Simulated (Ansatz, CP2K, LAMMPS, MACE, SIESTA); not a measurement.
# Codes compared on amorphous 59Ga2O3-41P2O5 (mol %) (192 atoms)

Wanted: errors and costs of other methods on amorphous 59Ga2O3-41P2O5 (mol %) (192 atoms). A plane-wave run serves as the reference.

Calculated with Ansatz 0.2.0; Kohn-Sham DFT, PBE, PAW, plane waves.

### Step 1. The structure

The cell holds 192 atoms: 39 Ga, 27 P and 126 O. Cell: a = 13.263 Å, b = 13.263 Å, c = 13.263 Å, α = 90.0°, β = 90.0°, γ = 90.0°. 192 atoms (39 Fe, 27 P, 126 O) placed at random at 3.33 g/cm³, melted at 5000 K for 10 ps at fixed volume with the Morse and Coulomb pair potential with partial charges (Pedone, Malavasi, Menziani, Cormack and Segre, J. Phys. Chem. B 110, 11780 (2006)). Quenched from 5000 K to 300 K at 100 K/ps and fixed volume, held 10 ps at zero pressure, then minimised at fixed cell. Then Fe was replaced by Ga and the cell scaled by 1.005 (the potential has no terms for the new elements, so the cell is a start for a DFT relaxation).

### Step 2. Reference: Ansatz, plane waves

The PAW files are the set soft_2.

File input.yaml:

```yaml
crystal:
  lattice:
    - [13.26336, 0.0, 0.0]
    - [0.0, 13.26336, 0.0]
    - [0.0, 0.0, 13.26336]
  atoms:
    - { symbol: Ga, position: [0.56292, 0.15549, 0.22586] }
    - { symbol: Ga, position: [0.1808, 0.0419, 0.48672] }
    - { symbol: Ga, position: [0.32662, 0.16911, 0.30479] }
    - { symbol: Ga, position: [0.52489, 0.69173, 0.79313] }
    [... 182 atom lines left out ...]
    - { symbol: O, position: [0.71003, 0.05739, 0.25664] }
    - { symbol: O, position: [0.10097, 0.08032, 0.14849] }
    - { symbol: O, position: [0.15369, 0.53089, 0.98879] }
    - { symbol: O, position: [0.41808, 0.1663, 0.97664] }
    - { symbol: O, position: [0.39095, 0.4215, 0.24631] }
    - { symbol: O, position: [0.28563, 0.58281, 0.64426] }
kpoints:
  mp_grid: { grid: [1, 1, 1] }
hamiltonian:
  xc: pbe
scf:
  occupations: { method: fermi_dirac, width: 0.05 }
output:
  forces: true
  eigenvalues: true
```

Launch:

```console
> ansatz run input.yaml --threads 16 --pin off --max-ram 31232MiB --backend cpu --events-out ev --progress --plain --runs-dir out
```

The log of the run:

```text
[...]
Pseudopotentials: kind: paw
Pseudopotential: Ga, paw, valence charge 13, recommended cutoff 420 eV (normal), Ga.paw.azcp
Pseudopotential: P, paw, valence charge 5, recommended cutoff 420 eV (normal), P.paw.azcp
Pseudopotential: O, paw, valence charge 6, recommended cutoff 420 eV (normal), O.paw.azcp
[... 5 lines on functional and potentials left out ...]
Crystal: 192 atoms, lattice volume = 2333.247 Å³
Basis set: ecut = 420 eV, 45769 PW (Γ), exchange–correlation on 180×180×180 points (8 copies of the dense FFT grid, shifted against one another)
Bands: 891, of which v1, the nominal top of the filled ones, is band 699 counted from 1 (698 counted from 0)
Symmetry: 1 space group operations
Space group: P1 (ITA 1), of the structure as read, at distance tolerance 1.3e-4 Å
k-points: 1
[... 7 lines on functional and potentials left out ...]
Initial density: superposition of atomic densities (neutral atoms: chi_scale 0, normalization atom), corrected by the library's trained network
Initial wavefunctions: pseudopotential atomic-orbital guess
[...]
SCF iter   1: F=—  HF=-239478.415263 eV  |F-HF|=—  |Δ(HF+E_count)|=         —  Δρ=3.62e-3  dr2=4.86e-1  ethr=1.77e-3  ⟨swp⟩=6.0  Hψ=3977  notcnv=0  defer=135
preconditioner: auto → Resta (q_TF=auto, 2.505 Å⁻¹)  ε∞=3.8  [insulator: Δε(μ)=1.226 eV  Ē_g=17.181 eV  σ=0.050 eV  W_gap=1.00  n_scr=618 (ndim 8)  ℏωp=28.7 eV  f_vac=0.135  D(μ)=0.00/eV (n_scr^D=0)  ε∞_Penn≈3.8]
SCF iter   2: F=—  HF=-239478.335745 eV  |F-HF|=—  |Δ(HF+E_count)|=   7.95e-2  Δρ=1.94e-3  dr2=1.15e-1  ethr=3.48e-5  ⟨swp⟩=3.0  Hψ=1609  notcnv=0  defer=184
SCF iter   3: F=—  HF=-239478.319324 eV  |F-HF|=—  |Δ(HF+E_count)|=   1.64e-2  Δρ=8.49e-4  dr2=3.28e-2  ethr=8.20e-6  ⟨swp⟩=3.0  Hψ=1382  notcnv=0  defer=103
automatic band count: iteration 3 solves 810 bands in place of 891: the levels show a gap, and the empty bands left out lie too high to hold charge; the band table lists the bands solved (type scf.n_extra_bands for more)
SCF iter   4: F=—  HF=-239478.312926 eV  |F-HF|=—  |Δ(HF+E_count)|=   6.40e-3  Δρ=3.78e-4  dr2=3.48e-3  ethr=2.35e-6  ⟨swp⟩=3.0  Hψ=1373  notcnv=0  defer=103
SCF iter   5: F=—  HF=-239478.312738 eV  |F-HF|=—  |Δ(HF+E_count)|=   1.88e-4  Δρ=2.20e-4  dr2=1.15e-3  ethr=2.49e-7  ⟨swp⟩=3.0  Hψ=1697  notcnv=0  defer=103
[...]
SCF iter  10: F=—  HF=-239478.314204 eV  |F-HF|=—  |Δ(HF+E_count)|=   3.24e-7  Δρ=3.36e-6  dr2=2.58e-7  ethr=6.05e-11  ⟨swp⟩=2.0  Hψ=1380  notcnv=0  defer=103
SCF iter  11: F=-239478.314204 eV  HF=-239478.314204 eV  |F-HF|=7.71e-9  |Δ(HF+E_count)|=   4.30e-8  Δρ=1.26e-6  dr2=3.71e-8  ethr=7.15e-12  ⟨swp⟩=16.0  Hψ=3661  notcnv=0
SCF 1 converged in 11 iterations: F = -239478.314204 eV  dr2 = 3.71e-8
[...]
SCF converged after 11 iterations
Free energy (F): -239478.314204 eV
Harris-Foulkes:  -239478.314204 eV  (|F-HF|=7.71e-9)
Internal energy: -239478.309268 eV  (E = F + TS)
E sigma→0 (E₀):  -239478.311736 eV
Entropy (-TS):   -0.004936 eV (-0.026 meV/atom)
Fermi energy:    6.602293 eV
--- Per-component energies (eV) ---
[...]
Σ components = -239478.314204   (vs F -239478.314204, Δ=0.00e0)
--- Forces (eV/Å), atoms counted from 1 ---
  atom   1  Ga    -0.48072334     0.66325399    -0.12951390
  atom   2  Ga     1.11280298     0.73087553    -1.04810299
  atom   3  Ga    -0.59517892    -0.37896256    -0.28779773
  atom   4  Ga     0.26811982    -2.01138277    -0.48234206
[...]
atom 192  O      0.51246414    -0.54865619    -1.06718649
  max |Σ_I F_I| component: 4.13e-5 eV/Å
--- Band table (eV) ---
  k-point 0: bands = ["-17.7876", "-17.0096", "-17.0016", "-16.4677", [... 794 levels ...], "13.7387", "13.7678", "13.7773", "13.8215", "13.8492", "13.8801", "13.9100", "13.9161", "13.9311", "13.9630", "13.9961", "14.0000"]
```

Elapsed: 44 s, on 16 threads of Arm Neoverse N1, shared host; peak memory 4.8 GiB; 11 min of CPU time.

Reading the cycles: dr2 is the Hartree energy of the density residual (eV), the measure of convergence; HF is the Harris–Foulkes estimate of the energy, which meets the free energy F at convergence.

The run gave:

| Quantity | Value |
| --- | --- |
| free energy | -239478.3142 eV |
| free energy per atom | -1247.2829 eV/atom |
| SCF cycles | 11 |
| r.m.s. force component | 1.058 eV/Å |
| longest force | 4.485 eV/Å |
| Fermi energy | 6.602 eV |
| gap (highest filled to lowest empty level) | 0.5723 eV |

Neighbours are counted within 2.50 Å (O-Ga), 1.98 Å (O-P).

Length of the force by element and coordination:

```csv
element,coordination,atoms,mean length of the force (eV/Å),spread,least,most
Ga,all,39,1.18,0.520,0.247,2.54
Ga,4,6,1.28,0.426,0.622,1.83
Ga,5,18,1.17,0.601,0.366,2.54
Ga,6,14,1.18,0.424,0.247,2.09
Ga,7,1,0.579,0,0.579,0.579
O,all,126,1.75,0.734,0.225,4.19
O,1,1,0.275,0,0.275,0.275
O,2,67,1.70,0.501,0.767,3.57
O,3,54,1.90,0.908,0.225,4.19
O,4,4,0.946,0.340,0.549,1.39
P,all,27,1.97,0.880,0.536,4.48
```

The levels nearest the highest filled one (over half full), pooled over k-points and spins:

```csv
level less the highest filled one (eV),occupation
-1.19,2
-1.11,2
-1.10,2
-0.966,2
-0.0764,2.00
0,1.99
0.572,0.007
1.26,0
1.40,0
1.65,0
1.93,0
2.04,0
```

### Step 3. Structure statistics

Density 3.97 g/cm³, 12.15 Å³ an atom.

g(r), total and by pair (bins of 0.2 Å):

```csv
r (Å),total,O-O,O-Ga,O-P,Ga-Ga,Ga-P,P-P
1.40,0.07,0.00,0.00,0.38,0.00,0.00,0.00
1.60,2.26,0.00,0.00,12.25,0.00,0.00,0.00
1.80,0.29,0.00,1.08,0.00,0.00,0.00,0.00
2.00,1.71,0.00,6.42,0.00,0.00,0.00,0.00
2.20,0.36,0.00,1.36,0.00,0.00,0.00,0.00
2.40,0.89,1.70,0.57,0.00,0.00,0.00,0.00
2.60,0.99,2.15,0.25,0.00,0.00,0.00,0.00
2.80,1.09,2.11,0.24,0.34,0.91,0.33,0.00
3.00,0.96,1.50,0.36,0.39,1.62,1.14,0.56
3.20,1.05,1.02,0.46,0.58,2.72,4.61,0.26
3.40,1.05,0.84,0.80,0.94,1.19,4.42,0.00
3.60,0.90,0.56,0.98,1.44,1.60,1.03,0.38
3.80,0.96,0.67,1.28,1.34,1.17,0.37,0.89
4.00,1.00,0.63,1.27,1.75,0.30,0.44,1.88
4.20,1.06,0.74,1.44,1.59,0.49,0.30,1.86
4.40,1.17,0.91,1.70,1.19,0.76,0.78,1.32
4.60,0.98,1.01,1.25,0.70,0.52,0.71,1.22
4.80,1.00,1.23,0.89,0.62,0.63,0.84,2.10
5.00,1.07,1.42,0.75,0.87,0.83,0.95,0.82
5.20,1.10,1.31,0.88,1.01,1.22,0.99,0.86
5.40,0.95,1.14,0.63,0.88,1.04,1.03,1.22
5.60,0.94,0.98,0.75,1.10,1.17,0.95,0.72
5.80,0.88,0.88,0.73,1.01,1.20,1.05,0.83
6.00,0.95,0.81,0.99,0.97,1.79,1.25,0.64
6.20,1.01,0.90,1.09,1.04,1.33,1.07,1.12
6.40,0.99,0.95,1.12,0.99,0.84,0.84,1.11
```

Bonds by pair of elements; cutoffs follow the first minimum of g(r), held within bounds set by covalent radii, and pairs that aren't listed don't count as bonded:

```csv
pair A-B,cutoff (Å),bonds,mean length (Å),spread (Å),shortest (Å),B about A,A about B
O-Ga,2.5,205,2.04,0.138,1.81,1.63,5.26
O-P,1.98,108,1.53,0.017,1.49,0.857,4
```

How many atoms have how many bonded neighbours:

```csv
element,mean,1,2,3,4,5,6,7
Ga,5.26,0,0,0,6,18,14,1
O,2.48,1,67,54,4,0,0,0
P,4,0,0,0,27,0,0,0
```

Oxygen atoms by the number of network formers (Si, P, Ge, B, Al, As, Ga) bound to them:

```csv
network formers bound to O,O atoms,per cent
0,0,0
1,1,0.8
2,67,53.2
3,54,42.9
4,4,3.2
```

Network units: each former by its oxygen neighbours and how many of them bridge to another former:

```csv
former,O neighbours,bridging O,atoms
P,4,3,1
P,4,4,26
Ga,4,4,6
Ga,5,5,18
Ga,6,6,14
Ga,7,7,1
```

### Step 4. The other programs

The programs:
- CP2K 2026.2: Gaussian basis with GTH pseudopotentials and a plane-wave density; labels give functional, basis (MOLOPT sets; SR short-range, UZH the newer set with its own potentials), grid cutoff/relative cutoff and solver (OT: orbital transformation; TRS4, TC2, SIGN: linear-scaling purification with its sparsity filter), or its built-in tight binding.
- MACE: machine-learned potential, published weights.
- SIESTA 5.4.2: numerical atomic orbitals, whose automatically made sets are far from complete, with PseudoDojo norm-conserving potentials that we converted to its format (checked against plane waves on the same files for H, C, O, Si, Ge and Ca alone); labels give functional, basis size, energy shift and mesh cutoff.

All use the same cell and atoms; the electronic-structure runs use the same k-mesh, and an electronic temperature of 580 K (0.05 eV) where levels are smeared.

Differences are against the plane-wave reference, forces as r.m.s. over components; share is that over the reference's r.m.s. force, slope the least-squares factor from reference forces to these. Total energies of different programs have different zeros and aren't compared.

```csv
run,"Δ force, r.m.s. (meV/Å)",share (%),slope,Δ gap (eV),cores,CPU time,memory (GiB)
reference,-,-,-,-,16,11 min,4.8
"CP2K PBE, DZVP-MOLOPT-SR, 600/40 Ry, OT DIIS",93.4,8.82,1.033,-0.220,4,51 min,6.2
"CP2K PBE, SZV-MOLOPT-SR, 600/40 Ry, OT DIIS (coarse)",3158,298,3.091,-0.505,4,23 min,4.6
MACE MP-0b2 small potential,207,19.5,0.878,-,4,13 s,0.82
"SIESTA PBE, DZP, shift 0.01 Ry, mesh 350 Ry",277,26.2,1.194,-,4,25 min,3.6
"SIESTA PBE, SZ, shift 0.02 Ry, mesh 350 Ry (coarse)",3060,289,3.026,-,4,4.6 min,1.5
```

Rows marked coarse were listed beforehand as settings not expected to be converged; some can still land near the reference.

Times of the machine-learned potentials are mostly Python's start and the loading of weights.

CPU time is summed over cores on a shared host, where runs went side by side, so it is rough. Symmetry, cutoffs, thresholds, outputs and thread counts weren't matched or tuned between programs; memory under MPI is the largest rank's times the ranks.

Runs without a result: CP2K PBE, SZV-MOLOPT-SR, 600/40 Ry, TC2 filter 1e-06, SCF 1e-06 (cut off at its time limit of 14 min, the SCF not settling).

Mean charges by element (e), by run and scheme:

```csv
run,scheme,Ga,P,O
"CP2K PBE, DZVP-MOLOPT-SR, 600/40 Ry, OT DIIS",Mulliken,+0.86,+0.82,-0.44
"CP2K PBE, DZVP-MOLOPT-SR, 600/40 Ry, OT DIIS",Hirshfeld,+0.59,+0.46,-0.28
"SIESTA PBE, DZP, shift 0.01 Ry, mesh 350 Ry",Hirshfeld,+0.50,+0.39,-0.24
```

### Step 5. Results

| Quantity | Value |
| --- | --- |
| reference r.m.s. force component | 1.06 eV/Å |
| nearest in forces | CP2K PBE, DZVP-MOLOPT-SR, 600/40 Ry, OT DIIS, 8.8 % |
| farthest in forces | CP2K PBE, SZV-MOLOPT-SR, 600/40 Ry, OT DIIS (coarse), 298 % |
| cheapest electronic-structure run beside the reference | SIESTA PBE, SZ, shift 0.02 Ry, mesh 350 Ry, 4.6 min of CPU time |

**Reading.** The PBE runs in local orbitals, coarse settings apart, differ by 8.8 % (CP2K PBE, DZVP-MOLOPT-SR, 600/40 Ry, OT DIIS) to 26 % (SIESTA PBE, DZP, shift 0.01 Ry, mesh 350 Ry); basis, grid and potentials can all enter. Machine-learned potentials differ by 20 % (MACE MP-0b2 small potential); they were trained on other programs' data. Runs with settings chosen to be coarse differ by 289 % (SIESTA PBE, SZ, shift 0.02 Ry, mesh 350 Ry) to 298 % (CP2K PBE, SZV-MOLOPT-SR, 600/40 Ry, OT DIIS), their programs' other errors included. One electronic-structure run takes under half the reference's CPU time: SIESTA PBE, SZ, shift 0.02 Ry, mesh 350 Ry, at 289 % in 4.6 min against 11 min, too far off to be of use. SIESTA PBE, DZP, shift 0.01 Ry, mesh 350 Ry stiffens the forces by a factor of 1.19 while following their directions (correlation 0.989). At the same functional, gaps differ from the reference's 0.572 eV by between -0.51 and -0.22 eV. Charges hang on scheme and program or settings: among these rows the mean for P runs from +0.39 to +0.82 e. In the reference: filled and empty levels are parted by 0.572 eV (at Γ alone); a semilocal functional tends to put such gaps too low. In a disordered cell it changes from sample to sample, and tail or defect levels can set it. In the reference: for some of the pairs, g(r) has its first main peak near 2.5 Å (O-O), 2.0 Å (O-Ga), 1.5 Å (O-P), 3.2 Å (Ga-Ga), 3.3 Å (Ga-P) and 4.1 Å (P-P). Machine-learned potentials mimic data converged in k, so the reference's own k-point error enters their differences. The quench rate of 100 K/ps is many orders above laboratory rates, so the cell is likely richer in defects and strain than a real sample. The network of bonds at the start is that of the classical potential that made the cell, and needn't be the one that DFT or experiment would give. The electronic-structure runs sample only Γ, in a cell whose shortest periodic width is 13 Å.

[Also dropped from logs without a mark: logging warnings of Python, and SIESTA's first energy breakdown and zero terms.]

[Logs are printed without paths, hosts, clocks, repeated set-up lines and the standing remarks that a program may print on its own settings, such as how far it seeks lower states.]

[Hosts, paths, dates, database ids (printed as entryN), source tags and the programs' standing remarks are cut or masked in the printed files.]
